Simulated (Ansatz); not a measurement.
# Formation energy and levels of the hydrogen interstitial H_i (antibonding, by P) in BP (F-43m)

Charge states of H_i (antibonding, by P) in BP (F-43m), set against the band edges. Model: a cell of 54 host atoms with 1 H put in.

Main program and level: Ansatz 0.2.0; place-levels on r2SCAN runs: charge-transition levels and formation energies with image-charge correction and potential alignment at the atomic sites; PAW set soft_1.

## Step 1: The structure

The cell holds 55 atoms: 27 B, 27 P and 1 H. Its edges and angles: a = 9.767 Å, b = 9.767 Å, c = 9.767 Å, α = 60.0°, β = 60.0°, γ = 60.0°. It derives from BP (space group F-43m). Nearest the centre at fractional (0.189, 0.523, 0.523): H55 at 0.00 Å, P10 at 1.45 Å, B17 at 2.04 Å, B33 at 2.04 Å, B29 at 2.04 Å, P46 at 2.23 Å, P8 at 2.23 Å, P4 at 2.23 Å.

Coordinates:

```xyz
55
Lattice="0.0000 6.9066 6.9066 6.9066 0.0000 6.9066 6.9066 6.9066 0.0000" Properties=species:S:1:pos:R:3 pbc="T T T"
B     0.0000    0.0000    0.0000
P     3.4533    3.4533    3.4533
B     2.3022    2.3022    0.0000
P     5.7555    5.7555    3.4533
B     4.6044    4.6044    0.0000
P     8.0577    8.0577    3.4533
B     2.3022    0.0000    2.3022
P     5.7555    3.4533    5.7555
B     4.6044    2.3022    2.3022
P     8.0577    5.7555    5.7555
B     6.9066    4.6044    2.3022
P    10.3599    8.0577    5.7555
B     4.6044    0.0000    4.6044
P     8.0577    3.4533    8.0577
B     6.9066    2.3022    4.6044
P    10.3599    5.7555    8.0577
B     9.2088    4.6044    4.6044
P    12.6621    8.0577    8.0577
B     0.0000    2.3022    2.3022
P     3.4533    5.7555    5.7555
B     2.3022    4.6044    2.3022
P     5.7555    8.0577    5.7555
B     4.6044    6.9066    2.3022
P     8.0577   10.3599    5.7555
B     2.3022    2.3022    4.6044
P     5.7555    5.7555    8.0577
B     4.6044    4.6044    4.6044
P     8.0577    8.0577    8.0577
B     6.9066    6.9066    4.6044
P    10.3599   10.3599    8.0577
B     4.6044    2.3022    6.9066
P     8.0577    5.7555   10.3599
B     6.9066    4.6044    6.9066
P    10.3599    8.0577   10.3599
B     9.2088    6.9066    6.9066
P    12.6621   10.3599   10.3599
B     0.0000    4.6044    4.6044
P     3.4533    8.0577    8.0577
B     2.3022    6.9066    4.6044
P     5.7555   10.3599    8.0577
B     4.6044    9.2088    4.6044
P     8.0577   12.6621    8.0577
B     2.3022    4.6044    6.9066
P     5.7555    8.0577   10.3599
B     4.6044    6.9066    6.9066
P     8.0577   10.3599   10.3599
B     6.9066    9.2088    6.9066
P    10.3599   12.6621   10.3599
B     4.6044    4.6044    9.2088
P     8.0577    8.0577   12.6621
B     6.9066    6.9066    9.2088
P    10.3599   10.3599   12.6621
B     9.2088    9.2088    9.2088
P    12.6621   12.6621   12.6621
H     7.2190    4.9167    4.9167
```

The host's dielectric constants go in as inputs: 9.31 for the electrons alone, 9.42 with the ions, computed on the host (DFPT, PBEsol, on the r2SCAN cell), and a cell off the functional's own equilibrium shifts the ionic part.

The relaxed host is scaled by +1.5 % along all axes; the dielectric constants are those of the unstrained host.

The cell's shortest repeat is 9.8 Å.

## Step 2: What was run first

A transition level is the Fermi level at which two charge states cost the same, so each charge needs its own total energy, at its own relaxed structure.

Random displacements of about 0.05 Å break the site symmetry at the start, so that the relaxation can reach a distorted minimum if there is one. Forces are taken on a 2×2×2 shifted mesh. The cell holds 1 electron more than the neutral one, with a uniform background that keeps it neutral on the whole.

The sampling was tested on the host first: at the k-points planned (1x1x1 shifted 0.25 0.25 0.25) its energy lies 0.146 eV an atom from the dense-mesh value, so the final energies take a denser sampling.

One of the inputs; charge, spin and start change from state to state.

qm1.relax/input.yaml

```yaml
crystal:
  lattice:
    - [0.0, 2.30220819, 2.30220819]
    - [2.30220819, 0.0, 2.30220819]
    - [2.30220819, 2.30220819, 0.0]
  atoms:
    - { symbol: B, position: [0.0, 0.0, 0.0] }
    - { symbol: P, position: [0.75, 0.75, 0.75] }
  supercell: [3, 3, 3]
  defects:
    - { interstitial: { symbol: H, position: [0.189277, 0.522611, 0.522611] } }
total_charge: -1
basis:
  ecutwfc: 500
  xc_grid: 2
hamiltonian:
  xc: r2scan
  pseudopotentials: { kind: paw, azcp: { folder: soft_1 } }
kpoints:
  mp_grid: { grid: [2, 2, 2], shift: [0.5, 0.5, 0.5] }
scf:
  occupations: { method: fixed }
  max_iter: 80
output:
  forces: true
  charged_corrections: { epsilon: 9.31, static_epsilon: 9.42 }
relax:
  f_tol: 0.02
  max_steps: 80
  random_displacement: { amplitude: 0.05, seed: 9665 }
checkpoint:
  write: "../qm1.relax.run"
  compress: false
  write_wavefunctions: true
  write_every: 100000
```

Run with:

```console
$ ansatz run input.yaml --threads 4 --pin off --max-ram 7536MiB --backend cpu --events-out ev --progress --plain --runs-dir out
```

The run of this state that the levels use, under r2SCAN:

qm1.point/input.yaml

```yaml
crystal:
  checkpoint: "../qm1.relax.run"
  host: checkpoint
total_charge: -1
basis:
  ecutwfc: 500
  xc_grid: 2
hamiltonian:
  xc: r2scan
  pseudopotentials: { kind: paw, azcp: { folder: soft_1 } }
kpoints:
  mp_grid: { grid: [2, 2, 2], shift: [0.5, 0.5, 0.5] }
scf:
  occupations: { method: fixed }
  max_iter: 80
output:
  forces: true
  eigenvalues: true
  charged_corrections:
    epsilon: 9.31
    static_epsilon: 9.42
    defect_position: [0.189277, 0.522611, 0.522611]
  eigenstates: { localisation: true }
  populations: true
  band_densities: [{ bands: [v1, v1] }, { bands: [c1, c1] }]
  write_density: true
  write_potential: true
  volumetric_format: npy
  elf: true
checkpoint:
  read: "../qm1.relax.run"
  write: "../qm1.point.run"
  compress: false
  write_wavefunctions: false
  write_every: 100000
```

Relaxations under r2SCAN at a 2×2×2 shifted mesh; times on 4 threads of Arm Neoverse V1, shared host:

```
charge  moment (μB)  occupations    outcome  steps  largest displacement against the far atoms (Å)     time
    −1            0        fixed  converged      6                                            0.55  2.8 min
     0            1        fixed  converged      5                                            0.44  6.5 min
    +1            0        fixed  converged     15                                            1.15  5.9 min
```

Single points under r2SCAN at a 2×2×2 shifted mesh; times on 4 threads of Arm Neoverse V1, shared host:

```
charge  moment (μB)  occupations    outcome  time
    −1            0        fixed  converged  30 s
     0            1        fixed  converged  59 s
    +1            0        fixed  converged  29 s
```

Distances (Å) from H55 to the nearest atoms after relaxation with r2SCAN:

```
charge  moment (μB)      1.      2.      3.      4.      5.      6.
    −1            0  P 1.94  P 1.95  P 1.95  P 1.95  B 2.32  B 2.32
     0            1  P 1.88  P 2.03  P 2.03  P 2.04  B 2.27  B 2.27
    +1            0  B 1.30  P 1.47  P 2.26  B 2.51  B 2.53  P 2.66
```

## Step 3: Levels against the band edges, r2SCAN

A charged cell interacts with its images and the background, and its potential has another zero than the host's. place-levels removes the first by a point-charge model, screened by the static dielectric constant since the ions have relaxed around the charge, and the second by comparing potentials at atoms far from the defect.

The host is a run of the defect-free crystal in the same cutoffs, grids and k-points, so that basis and sampling errors cancel in part in the differences. The host is run in a cell of 2 atoms on a matching mesh. Its band edges are searched through the zone by a band path, so the gap is smaller than, or equal to, that on the mesh. Chemical potentials are energies per atom of H (H2 molecule), run with the same functional and cutoff.

levels.point.yaml

```yaml
host:
  run: host.point.run
states: [qm1.point.run, q0_M1.point.run, qp1.point.run]
geometry_from:
  qm1.point.run: qm1.relax.run
  q0_M1.point.run: q0_M1.relax.run
  qp1.point.run: qp1.relax.run
  host.point.run: host.relax.run
chemical_potentials:
  H:
    energy: -15.945394
    dataset: "<sha256 of the dataset>"
epsilon: 9.31
static_epsilon: 9.42
vertical:
  - { from: qm1.point.run, to: qm1.point_neutral.run }
  - { from: qp1.point.run, to: qp1.point_neutral.run }
```

Run with:

```console
$ ansatz place-levels levels.point.yaml -- --threads 4 --pin off --max-ram 7536MiB
```

Numbers of over 12 decimals in the logs are rounded to 6 here.

The log of the run:

```text
[... repeated set-up lines and file paths are left out, and long positions are rounded to six places ...]
(+1/0) 1.089 eV above the valence edge, 0.379 eV under the conduction edge; not on the lower envelope
(0/-1) 0.747 eV above the valence edge, 0.722 eV under the conduction edge; not on the lower envelope
(+1/-1) 0.918 eV above the valence edge, 0.551 eV under the conduction edge: charges between them are lowest nowhere
formation energy of charge +1: +1.782 eV with the Fermi level at the valence edge
formation energy of charge 0: +2.871 eV with the Fermi level at the valence edge
formation energy of charge -1: +3.618 eV with the Fermi level at the valence edge
vertical -1 to 0: no energy, since no alignment is typed
  the change from vertical[0].from (qm1.point.run) to vertical[0].to (qm1.point_neutral.run): by its potential at epsilon 9.31 it stands at 0.209 0.542 0.543, with an rms radius of about 2.1 Å (1.2 1.2 1.2 Å across the planes of the cell's vectors); [...]
vertical +1 to 0: no energy, since no alignment is typed
  the change from vertical[1].from (qp1.point.run) to vertical[1].to (qp1.point_neutral.run): by its potential at epsilon 9.31 it stands at 0.261 0.607 0.609, with an rms radius of about 2.7 Å (2.4 0.9 1.0 Å across the planes of the cell's vectors); [...]
  edges by r2scan, gap 1.469 eV; the host is sampled to repeats of 19.53 Å
  the defect's cells are sampled to repeats of 19.53 Å, like sampling
  charge +1: -24772.7322 eV with its correction of +0.274 eV, at epsilon 9.42, aligned at sites: +0.0205 eV, mean over 15 atomic sites at or beyond 4.88 Å from the defect at [0.1893, 0.5226, 0.5226], with -0.001370 for the charge's moments and without [...]
  charge 0: +0.000 eV for its dipole among its images, +0.000 omitted
  charge -1: -24753.6444 eV with its correction of +0.206 eV, at epsilon 9.42, aligned at sites: +0.0479 eV, mean over 15 atomic sites at or beyond 4.88 Å from the defect at [0.1893, 0.5226, 0.5226], with +0.000000 for the charge's moments and without [...]
  of states[2] (qp1.point.run): how wide its charge is, is not read beside other atoms or cores, and a band state would take no correction. [...]
  of states[1] (q0_M1.point.run): stability_check_not_made
  of states[0] (qm1.point.run): its alignment with the host at atomic sites is doubtful: the mean over the far sites moves by +0.0552 eV from their farther parts to their nearer, more than 0.05 eV. [...]
  of vertical[0].to (qm1.point_neutral.run): stability_check_not_made
  of vertical[1].from (qp1.point.run): its displacements don't fall off away from the defect: farther atoms stand 0.01 Å off the host's places. [...]
  of vertical[1].to (qp1.point_neutral.run): its displacements don't fall off away from the defect: farther atoms stand 0.01 Å off the host's places. [...]
```

Elapsed: 0.36 s, on 4 threads of Arm Neoverse V1, shared host.

Levels between the charges placed, in eV above the valence top:

```
        gap (eV)  (+1/0)  (0/−1)
r2SCAN      1.47    1.09    0.75
```

Corrections by state:

```
charge  moment (μB)  image terms and alignment (eV)  band filling (eV)  ε used  over the lowest of its charge, as the program ranks them, band filling apart (eV)
    +1          0.0                           0.274                  -    9.42                                                                              0.000
     0          1.0                           0.000                  -       -                                                                              0.000
    −1          0.0                           0.206                  -    9.42                                                                              0.000
```

The charged structures listed were also run neutral, and place-levels reads from each pair, by the potential or the spins, how wide the charge is by which they differ; that can be the carrier of either run.

```
charge  rms radius (Å)  spread where it is widest against the cell (Å)  wide from (Å)  reading
    +1             2.7                                            2.37           1.38     wide
    −1             2.1                                            1.24           1.38   narrow
```

The neutral runs of these pairs need not share the spin of the lowest neutral state, and very wide values only mean spread over the cell.

From the program's caveats on the states, each cut to its opening words:

- charge +1: how wide its charge is, is not read beside other atoms or cores, and a band state would take no correction
- charge +1: its displacements don't fall off away from the defect: farther atoms stand 0.01 Å off the host's places
- charge 0 (1 μB): flagged: stability check not made
- charge −1: its alignment with the host at atomic sites is doubtful: the mean over the far sites moves by +0.0552 eV from their farther parts to their nearer, more than [...]

The host's formation energy from the elements is -0.472 eV per atom at this strain; it sets how far the chemical potentials can move.

Limit set by the element alone; other compounds of these elements are not counted. Chemical potentials from the elements' reference states: B 0.00 eV, P -0.94 eV, H 0.00 eV. Formation energies (B-rich), with the Fermi level at the valence top and at the conduction bottom (gap 1.47 eV):

```
charge  at valence top (eV)  at conduction bottom (eV)  correction included (eV)
    +1                 1.78                       3.25                      0.27
     0                 2.87                       2.87                      0.00
    −1                 3.62                       2.15                      0.21
```

```
Fermi level (eV)  lowest formation energy (eV)
            0.00                          1.78
            0.13                          1.92
            0.27                          2.05
            0.40                          2.18
            0.53                          2.32
            0.67                          2.45
            0.80                          2.58
            0.93                          2.68
            1.07                          2.55
            1.20                          2.42
            1.34                          2.28
            1.47                          2.15
```

Limit set by the element alone; other compounds of these elements are not counted. Chemical potentials from the elements' reference states: P 0.00 eV, B -0.94 eV, H 0.00 eV. Formation energy by charge state (P-rich; gap 1.47 eV):

```
charge  at valence top (eV)  at conduction bottom (eV)  correction included (eV)
    +1                 1.78                       3.25                      0.27
     0                 2.87                       2.87                      0.00
    −1                 3.62                       2.15                      0.21
```

```tsv
Fermi level (eV)	lowest formation energy (eV)
0.00	1.78
0.13	1.92
0.27	2.05
0.40	2.18
0.53	2.32
0.67	2.45
0.80	2.58
0.93	2.68
1.07	2.55
1.20	2.42
1.34	2.28
1.47	2.15
```

## Step 4: What came out

```json
{
 "gap of the host": "1.47 eV (r2SCAN)",
 "level (plus 1/0)": "1.09 eV above the valence top, not a change between lowest states",
 "level (0/minus 1)": "0.75 eV above the valence top, not a change between lowest states",
 "level (plus 1/minus 1)": "0.92 eV above the valence top",
 "lowest of the charges placed, just above the valence top (0.02 eV)": "+1",
 "lowest of the charges placed, just below the conduction bottom (0.02 eV)": "−1",
 "lowest formation energy at mid-gap of the charges run, B-rich": "2.52 eV",
 "lowest formation energy at mid-gap of the charges run, P-rich": "2.52 eV",
 "standing of these levels": "doubtful, see below"
}
```

**Reading.** Of the charges placed (−1, 0 and +1), the lowest changes at 0.92 eV (+1/−1) above the valence top, in a gap of 1.47 eV. A neutral run at a charged structure lies 0.19 eV below the neutral state placed. Unless it holds a band carrier, charge 0 isn't at its lowest here, and with that energy the steps would read (+1/0) 0.90 eV and (0/−1) 0.93 eV, which can change which charges are lowest. (+1/−1) passes over charge 0, which lies 0.17 eV above the two there; a lower structure or spin state of it, if missed, would change that. Charges above +1 and below −1 were not placed, so these runs say nothing of levels that involve them. States placed: +1 at 0 μB; 0 at 1 μB; −1 at 0 μB. Other spin states or structures, where not listed, weren't placed. At charge +1 the atom put in ends up to 1.1 Å from its starting place, so the name tells the start alone and the levels can join different sites. H is taken at its element; compounds, which aren't counted here, bound the chemical potentials and would shift these formation energies. The program doubts the alignment of potentials for at least one state, a sign that the cell is small. Limits: r2SCAN makes the gap too small and tends to spread out bound carriers.

[Logs are printed without paths, hosts, clocks, repeated set-up lines and the standing remarks that a program may print on its own settings, such as how far it seeks lower states.]

[Hosts, paths, dates, database ids (printed as entryN), source tags and the programs' standing remarks are cut or masked in the printed files.]

[Where a table of states has a column of steps, it counts the stored structures, which are thinned; the runs took as many ionic steps or more.]

[A defect's name tells the site on which it was built; relaxed atoms can leave that site.]

[For some hosts the program warned that the k-mesh of the response run may be too coarse for force constants and the static dielectric constant; such warnings are not shown here.]
